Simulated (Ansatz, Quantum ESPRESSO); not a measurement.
# GdTl (Pm-3m): zone-centre phonons, part 2 of 2

Aim: the zone-centre modes of GdTl (Pm-3m).

Quantum ESPRESSO 7.5; DFT PBEsol, scalar-relativistic, plane waves, PseudoDojo norm-conserving, 4f in core pseudopotentials.

So far. Step 5 (Zone-centre response): The acoustic modes at Γ come out as far as 4.7 cm⁻¹ from zero, where they should vanish, a small numerical error. The relaxed cell has a = 3.757 Å (conventional setting).

## Step 6: Zone-centre analysis

A rigid shift of the crystal must cost nothing, but grids and finite bases break this; the acoustic sum rule is imposed before the matrix is diagonalised again.

File dynmat.in:

```
 &input
    fildyn='g.dyn',
    asr='simple',
    fileig='dynmat.eig',
 /
```

Started as:

```sh
dynmat.x -in dynmat.in > dynmat.out
```

Numbers of over 12 decimals in the logs are rounded to 6 here.

What it wrote:

```text
[banner, memory and clock lines left out]
Program DYNMAT v.7.5

     Reading Dynamical Matrix from file g.dyn
     ...Force constants read
     ...epsilon and Z* not read (not found on file)
     A direction for q was not specified:TO-LO splitting will be absent

     Polarizability (A^3 units)
     multiply by 1.000000 for Clausius-Mossotti correction
         0.000000    0.000000    0.000000
         0.000000    0.000000    0.000000
         0.000000    0.000000    0.000000

     IR activities are in (D/A)^2/amu units

# mode   [cm-1]    [THz]      IR
    1      0.00    0.0000    0.0000
    2      0.00    0.0000    0.0000
    3      0.00    0.0000    0.0000
    4     84.48    2.5325    0.0000
    5     84.48    2.5325    0.0000
    6     84.48    2.5325    0.0000
```

The job ended after 0.47 s (1 thread of Arm Neoverse V2, shared host).

This step gave:

```
highest optical zone-centre mode (no LO-TO term) : 84.48 cm⁻¹
lowest optical zone-centre mode                  : 84.48 cm⁻¹
```

Unit eigenvectors of the mass-weighted matrix after the sum rule; no LO-TO term. Modes at Γ, with each element's share of the kinetic energy:

```csv
mode,frequency (cm⁻¹),symmetry,Gd %,Tl %
1,0.0,acoustic,43,57
2,0.0,acoustic,43,57
3,0.0,acoustic,43,57
4,84.5,T1u,57,43
5,84.5,T1u,57,43
6,84.5,T1u,57,43
```

Displacements in mode 4 (84.5 cm⁻¹), the largest set to 1:
```
Gd1  0.00  0.00  1.00
Tl2  0.00  0.00 -0.77
```

The rule moves no optical mode by more than 0.2 cm⁻¹.

## Step 7: Sum rules set otherwise: a sum rule for molecules or wires on a crystal

This rule also removes rotations, which suits wires and not a crystal; it is tried to see the harm.

File dynmat.in:

```
 &input
    fildyn='g.dyn',
    asr='one-dim',
    fileig='dynmat.eig',
 /
```

Started as:

```sh
dynmat.x -in dynmat.in > dynmat.out
```

What it wrote:

```text
[banner, memory and clock lines left out]
Program DYNMAT v.7.5

     Reading Dynamical Matrix from file g.dyn
     ...Force constants read
     ...epsilon and Z* not read (not found on file)
asr rotation axis in 1D system=    3
     Acoustic Sum Rule: || Z*(ASR) - Z*(orig)|| =    0.000000E+00
     Acoustic Sum Rule: ||dyn(ASR) - dyn(orig)||=    9.569893E-02
     A direction for q was not specified:TO-LO splitting will be absent

     Polarizability (A^3 units)
     multiply by 1.000000 for Clausius-Mossotti correction
         0.000000    0.000000    0.000000
         0.000000    0.000000    0.000000
         0.000000    0.000000    0.000000

     IR activities are in (D/A)^2/amu units

# mode   [cm-1]    [THz]      IR
    1     -0.00   -0.0000    0.0000
    2     -0.00   -0.0000    0.0000
    3      0.00    0.0000    0.0000
    4      0.00    0.0000    0.0000
    5     84.34    2.5285    0.0000
    6     84.34    2.5285    0.0000
```

Wall time 0.47 s (1 thread).

The run ended normally, but on settings that are not sound.

The fault: a sum rule for molecules or wires on a crystal; 1 optical mode is projected out to zero frequency, as if it were a rotation.

For a crystal the rule has to be 'simple' or 'crystal'.

Zone-centre frequencies as printed; negative means imaginary. Modes:

| mode | frequency (cm⁻¹) |
| --- | --- |
| 1 | 0 |
| 2 | 0 |
| 3 | 0 |
| 4 | 0 |
| 5 | 84.34 |
| 6 | 84.34 |

## Step 8: Sum rules set otherwise (asr crystal)

The rule can be imposed in more than one way; the choices should agree where the raw error is small.

File dynmat.in:

```
 &input
    fildyn='g.dyn',
    asr='crystal',
    fileig='dynmat.eig',
 /
```

Started as:

```sh
dynmat.x -in dynmat.in > dynmat.out
```

What it wrote:

```text
[banner, memory and clock lines left out]
Program DYNMAT v.7.5

     Reading Dynamical Matrix from file g.dyn
     ...Force constants read
     ...epsilon and Z* not read (not found on file)
     Acoustic Sum Rule: || Z*(ASR) - Z*(orig)|| =    0.000000E+00
     Acoustic Sum Rule: ||dyn(ASR) - dyn(orig)||=    6.202238E-04
     A direction for q was not specified:TO-LO splitting will be absent

     Polarizability (A^3 units)
     multiply by 1.000000 for Clausius-Mossotti correction
         0.000000    0.000000    0.000000
         0.000000    0.000000    0.000000
         0.000000    0.000000    0.000000

     IR activities are in (D/A)^2/amu units

# mode   [cm-1]    [THz]      IR
    1     -0.00   -0.0000    0.0000
    2     -0.00   -0.0000    0.0000
    3      0.00    0.0000    0.0000
    4     84.34    2.5285    0.0000
    5     84.34    2.5285    0.0000
    6     84.34    2.5285    0.0000
```

Wall time 0.47 s (1 thread).

Numbers from this step:

```
highest optical zone-centre mode (no LO-TO term) : 84.34 cm⁻¹
lowest optical zone-centre mode                  : 84.34 cm⁻¹
```

Zone-centre frequencies as printed; negative means imaginary. Modes:

| mode | frequency (cm⁻¹) |
| --- | --- |
| 1 | 0 |
| 2 | 0 |
| 3 | 0 |
| 4 | 84.34 |
| 5 | 84.34 |
| 6 | 84.34 |

Against the first rule no mode moves by more than 0.2 cm⁻¹.

## Step 9: A second program

A second program on the same cell, potentials, cutoff and meshes tests the implementation of the phonon response, not its convergence. Its k mesh is centred on Γ.

This step: DFT PBEsol, scalar-relativistic, plane waves, norm-conserving pseudopotentials, 4f in core (Ansatz 0.2.0).

File input.yaml:

```yaml
crystal:
  lattice:
    - [3.7566563157, 0.0, 0.0]
    - [0.0, 3.7566563157, 0.0]
    - [0.0, 0.0, 3.7566563157]
  atoms:
    - { symbol: Gd, position: [0.0, 0.0, 0.0] }
    - { symbol: Tl, position: [0.5, 0.5, 0.5] }
kpoints:
  mp_grid: { grid: [8, 8, 8] }
hamiltonian:
  xc: pbesol
  pseudopotentials:
    kind: nc
    azcp: { Gd: "pseudopotentials/pbe/nc/lanthanide_3plus/Gd.nc.azcp" }
    accuracy: standard
scf:
  occupations: { method: cold, width: 0.27211 }
output:
  eigenvalues: true
basis:
  ecutwfc: 734.707
phonons:
  method: dfpt
```

Started as:

```sh
ansatz run input.yaml --threads 4 --pin off --max-ram 8192MiB --backend cpu --events-out ev --progress --plain --runs-dir out
```

What it wrote:

```text
Warning: basis.ecutwfc = 734.707 eV is below the records' recommended 843.552974 eV, and the density's cutoff is lower with it unless basis.ecutrho_ratio is high enough to keep the records' density cutoff: compare with a run at a higher cutoff
Warning: <dir> the record states the generating functional pbe (its physics header spells it `PBE`), which answers neither for hamiltonian.xc's functional nor for the pbesol family's — results may be inconsistent (PPs are generated against a specific XC)
Engine: ansatz 0.2.0, aarch64-unknown-linux-gnu
Pseudopotentials: kind: nc
Pseudopotential: Gd, nc, valence charge 11, recommended cutoff 707.496042 eV (normal), <dir>
Pseudopotential: Tl, nc, valence charge 13, recommended cutoff 843.552974 eV (normal), Tl.nc.azcp (PseudoDojo's, or run here from an input of PseudoDojo's; its table is named by hamiltonian.pseudopotentials.accuracy)
Functional definition: PBEsol
  exchange = pbesol_x
  correlation = pbesol_c
Crystal: 2 atoms, lattice volume = 53.016 Å³
Basis set: ecut = 734.707 eV, 2373 PW (Γ), exchange–correlation on 72×72×72 points (8 copies of the dense FFT grid, shifted against one another)
Bands: 16, of which v1, the nominal top of the filled ones, is band 12 counted from 1 (11 counted from 0)
Symmetry: 48 space group operations
k-points: 75 of 512 (irreducible under 8 space group operations, time reversal used)
Non-local potential: Gd, projectors of the file, l = 0: 2, l = 1: 2, l = 2: 2, l = 3: 1
Non-local potential: Tl, projectors of the file, l = 0: 2, l = 1: 2, l = 2: 2
Initial density: superposition of atomic densities (chi_scale 0.1, normalization cell, long waves kept (reshape's long-wave potential 0.00 eV rms))
Initial wavefunctions: pseudopotential atomic-orbital guess
Functional: x = pbesol(κ = 0.804, μ = 0.123457), c = pbesol(β = 0.046)
SCF iter   1: F=—  HF=-2782.438439 eV  |F-HF|=—  |Δ(HF+E_count)|=         —  Δρ=3.93e-2  dr2=1.28e0  ethr=3.10e-3  ⟨swp⟩=6.7  Hψ=7413  notcnv=0
preconditioner: auto → Kerker (q_TF=auto, 2.391 Å⁻¹)  [metal: Δε(μ)=0.096 eV  Ē_g=13.616 eV  σ=0.272 eV  W_gap=0.21  n_scr=18 (ndim 8)  ℏωp=23.9 eV  f_vac=0.000  D(μ)=1.59/eV (n_scr^D=6)]
SCF iter   2: F=—  HF=-2782.070674 eV  |F-HF|=—  |Δ(HF+E_count)|=   3.68e-1  S|Δr|=    0.00e0  Δρ=1.75e-2  dr2=2.90e-1  ethr=3.10e-3  ⟨swp⟩=2.3  Hψ=2421  notcnv=0
SCF iter   3: F=—  HF=-2781.971391 eV  |F-HF|=—  |Δ(HF+E_count)|=   9.93e-2  S|Δr|=    0.00e0  Δρ=4.20e-3  dr2=6.95e-3  ethr=1.21e-3  ⟨swp⟩=2.6  Hψ=2043  notcnv=0
SCF iter   4: F=—  HF=-2781.968676 eV  |F-HF|=—  |Δ(HF+E_count)|=   2.72e-3  S|Δr|=    0.00e0  Δρ=5.95e-4  dr2=1.25e-4  ethr=2.90e-5  ⟨swp⟩=2.6  Hψ=2268  notcnv=0
SCF iter   5: F=—  HF=-2781.968687 eV  |F-HF|=—  |Δ(HF+E_count)|=   1.06e-5  S|Δr|=    0.00e0  Δρ=1.20e-4  dr2=7.78e-6  ethr=5.23e-7  ⟨swp⟩=3.1  Hψ=2443  notcnv=0
SCF iter   6: F=—  HF=-2781.968686 eV  |F-HF|=—  |Δ(HF+E_count)|=   2.80e-7  S|Δr|=    0.00e0  Δρ=2.28e-5  dr2=4.11e-7  ethr=3.24e-8  ⟨swp⟩=2.2  Hψ=1896  notcnv=0
SCF iter   7: F=—  HF=-2781.968683 eV  |F-HF|=—  |Δ(HF+E_count)|=   3.33e-6  S|Δr|=    0.00e0  Δρ=4.77e-6  dr2=8.12e-9  ethr=1.71e-9  ⟨swp⟩=2.6  Hψ=2249  notcnv=0
SCF iter   8: F=—  HF=-2781.968683 eV  |F-HF|=—  |Δ(HF+E_count)|=   1.74e-9  S|Δr|=    0.00e0  Δρ=4.52e-7  dr2=5.36e-11  ethr=3.38e-11  ⟨swp⟩=3.0  Hψ=2417  notcnv=0
SCF iter   9: F=-2781.968683 eV  HF=-2781.968683 eV  |F-HF|=1.82e-12  |Δ(HF+E_count)|=  6.05e-11  S|Δr|=    0.00e0  Δρ=8.04e-8  dr2=2.86e-12  ethr=1.00e-12  ⟨swp⟩=11.0  Hψ=9110  notcnv=0
SCF 1 converged in 9 iterations: F = -2781.968683 eV  dr2 = 2.86e-12
DFPT response loops at Γ: preconditioner auto → Kerker (q_TF=auto, 2.391 Å⁻¹) (partly filled bands, converged f_vac=0.000); β = 1.00, the filter's whole step (`scf.mixing.beta` (0.50) is not read by the response loops under this deck's `scf.mixing.preconditioner`; to damp them name `kerker` or `kerker_dos`, under which they read `scf.mixing.beta`, and type it under 1.00, their step now; both keys bind the ground state too); Broyden in place of MSR1
SCF converged after 9 iterations
Stability not checked: this state was not tested for a lower state beside it, because cold or Methfessel-Paxton smearing, or corrected tetrahedra, fill the levels in a way that the test cannot read (fill_not_monotonic; see scf.lower_state_search)
Free energy (F): -2781.968683 eV
Harris-Foulkes:  -2781.968683 eV  (|F-HF|=1.82e-12)
Internal energy: -2781.976154 eV  (E = F + TS)
E sigma→0 (E₀):  -2781.971173 eV
Entropy (-TS):   0.007471 eV (3.736 meV/atom)
Fermi energy:    12.617577 eV
--- Per-component energies (eV) ---
  E_band       = -52.997713
  E_kinetic    = 1122.534145
  E_local      = -1239.843176  (includes V_loc(G=0)·N_el)
  E_nonlocal   = -243.375890
  E_hartree    = 392.163485
  E_xc         = -796.917527
  E_vxc        = -476.639738  (∫ρ·V_xc dr)
  E_ewald      = -2016.537192
  E_smearing   = 0.007471  (= −TS)
  E_closure    = 0.000000  (closes the sum)
  Σ components = -2781.968683   (vs F -2781.968683, Δ=0.00e0)
--- Band table (eV; the first three rows and the last of 75) ---
  k-point 0: bands = [... 8 lower, 1.1761, 3.6282, 12.3982, 12.3982, 16.0152, 16.0152, 16.0152, 16.5068]
  k-point 1: bands = [... 8 lower, 1.1798, 3.8412, 12.1951, 12.4188, 15.0086, 15.0086, 15.1664, 16.4903]
  k-point 2: bands = [... 8 lower, 1.1887, 4.4494, 11.0026, 12.4707, 14.0468, 14.0468, 15.2681, 16.4502]
  k-point 74: bands = [... 8 lower, 1.4138, 8.3065, 9.9907, 9.9907, 9.9907, 17.5746, 17.5746, 17.5746]
--- Phonons (Γ-DFPT): 2 representative perturbations + reference, on 75 of 512 k-points (Σ response iterations 6) ---
  k mesh reduced under 8 symmetry operations, with k and −k counted as one. Each operation leaves every solved perturbation unchanged. A smaller set is not used because it would not reduce the number of displacements times k-points to solve
  ASR residual: 1.026e-4 → 0.000e0 eV/Å²; symmetrization residual: 5.902e-5 eV/Å²
  ASR residual per site (eV/Å²): 1.03e-4 3.21e-5
  Γ frequencies (cm⁻¹): 0.00 0.00 0.00 84.17 84.17 84.17
  non-analytic LO–TO correction: not included (Born effective charges unavailable; polar crystals: no LO–TO splitting at Γ)
```

It took 8.9 s on 4 threads; peak memory 0.65 GiB.

Read from the output:

- sum-rule residual before enforcement: 1.03e-4 eV/Å²
- highest optical zone-centre mode (no LO-TO term): 84.17 cm⁻¹
- lowest optical zone-centre mode: 84.17 cm⁻¹

## Step 10: Side by side: QE PseudoDojo and Ansatz, library NC

Worked out from the results:

| Property | Result |
| --- | --- |
| root-mean-square difference | 0.31 cm⁻¹ |
| largest difference | 0.31 cm⁻¹ |

Frequencies side by side, by row:

```csv
q (reciprocal lattice),mode,QE PseudoDojo (cm⁻¹),"Ansatz, library NC (cm⁻¹)"
0 0 0,1,0,0
0 0 0,2,0,0
0 0 0,3,0,0
0 0 0,4,84.48,84.17
0 0 0,5,84.48,84.17
0 0 0,6,84.48,84.17
```

At the zone centre the largest difference (acoustic modes at Γ apart) is 0.4 % of the highest mode.

## Step 11: What came out

```yaml
space_group_after_relaxation: Pm-3m
volume_per_atom: 26.5 Å³
highest_optical_zone_centre_mode_no_lo_to_term: 84.5 cm⁻¹
imaginary_optical_modes_at_the_zone_centre_no_q_mesh_in_this_session: none
largest_difference_from_ansatz_library_nc: 0.31 cm⁻¹
```

What this shows: At the PBEsol level the optical modes of GdTl (Pm-3m) at the zone centre lie at 84 cm⁻¹. QE PseudoDojo and Ansatz, library NC agree to 0.31 cm⁻¹ (0.4 % of the highest mode compared) on all solved modes but the acoustic ones at Γ, without the LO-TO term. These are harmonic frequencies at zero temperature: anharmonic shifts and linewidths and thermal expansion are left out. Spin-orbit coupling is left out, which can matter for the heavy elements here. In a metal the frequencies hang on the k mesh and the smearing, most of all near Kohn anomalies. The 4f electrons are frozen in the core as for a trivalent ion, in files made for PBE, so their moments and any magnetic order are left out. The relaxation ran at 54 Ry, under the 62 Ry recommended for these files; the stress of so short a basis can leave the cell about one per cent too small. Ansatz warns that the cutoff lies 13 % under the one recommended for these files; agreement at one cutoff is not convergence. The structure comes from a database and need not be the phase that is stable at ambient conditions.

[Host names and launcher messages were left out of these logs when they were recorded.]

[Logs are printed without paths, hosts, clocks, repeated set-up lines and the standing remarks that a program may print on its own settings, such as how far it seeks lower states.]

[Hosts, paths, dates, database ids (printed as entryN), source tags and the programs' standing remarks are cut or masked in the printed files.]
